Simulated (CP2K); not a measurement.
Consider 3-borylpyrrole at its PBE geometry (Å).

```xyz
12

B     2.1267    0.1815    0.1638
C     0.6273    0.0247    0.0452
C    -0.1561   -1.1673   -0.1876
C    -1.4840   -0.8182   -0.2200
N    -1.5564    0.5564   -0.0160
C    -0.3060    1.0705    0.1456
H     2.6010    1.2691    0.3566
H     2.8570   -0.7665    0.0665
H     0.2393   -2.1694   -0.3179
H    -2.3851   -1.4024   -0.3669
H    -2.4169    1.0921    0.0129
H    -0.1468    2.1295    0.3178
```

Method: CP2K XAS_TDP, all-electron GAPW, PBEh(45%), aug-cc-pVDZ, TDA, no relativity.

Predict the bright core excitations at the C K edge.

Leading lines: C2 282.70 eV, C3 281.51 eV, C4 282.70 eV and C6 281.71 eV. The leading line of an atom is its first one with 35 % of the strongest within 2.5 eV of its lowest line over the strength cut. 

The first six lines of each atom with a strength over 0.0015:

```tsv
atom	energy (eV)	states	strength, one atom
C2 (bonded to B and 2 C)	280.96	1	0.0082
	282.70	1	0.0391
	283.76	1	0.0076
	285.09	1	0.0020
	285.22	1	0.0047
	285.69	1	0.0031
C3 (bonded to 2 C and H)	281.51	1	0.0455
	283.23	1	0.0045
	284.09	1	0.0048
	284.55	1	0.0052
	285.38	1	0.0033
	285.95	1	0.0043
C4 (bonded to C, N and H)	282.70	1	0.0523
	284.56	1	0.0103
	285.48	1	0.0035
	286.13	1	0.0030
	286.42	1	0.0018
	286.52	1	0.0023
C6 (bonded to C, N and H)	281.71	1	0.0527
	284.93	1	0.0094
	285.39	1	0.0018
	285.89	1	0.0051
	286.73	1	0.0018
	287.20	1	0.0063
```

Lines are vertical, at one geometry, with no vibrational structure. Without a correction of the core level, line positions, and the gaps between valence and Rydberg lines, follow the share of exact exchange. At this level such K lines come out 3 to 6 eV under measured ones. These values hold no scalar relativity, about 0.1 eV for C 1s. Rydberg lines, and the discretised continuum above threshold, depend on the basis and the box.

[Banner, clock and machine lines of the logs are left out without a mark of their own.]

[Logs are printed without paths, hosts, clocks, repeated set-up lines and the standing remarks that a program may print on its own settings, such as how far it seeks lower states.]

[Hosts, paths, dates, database ids (printed as entryN), source tags and the programs' standing remarks are cut or masked in the printed files.]
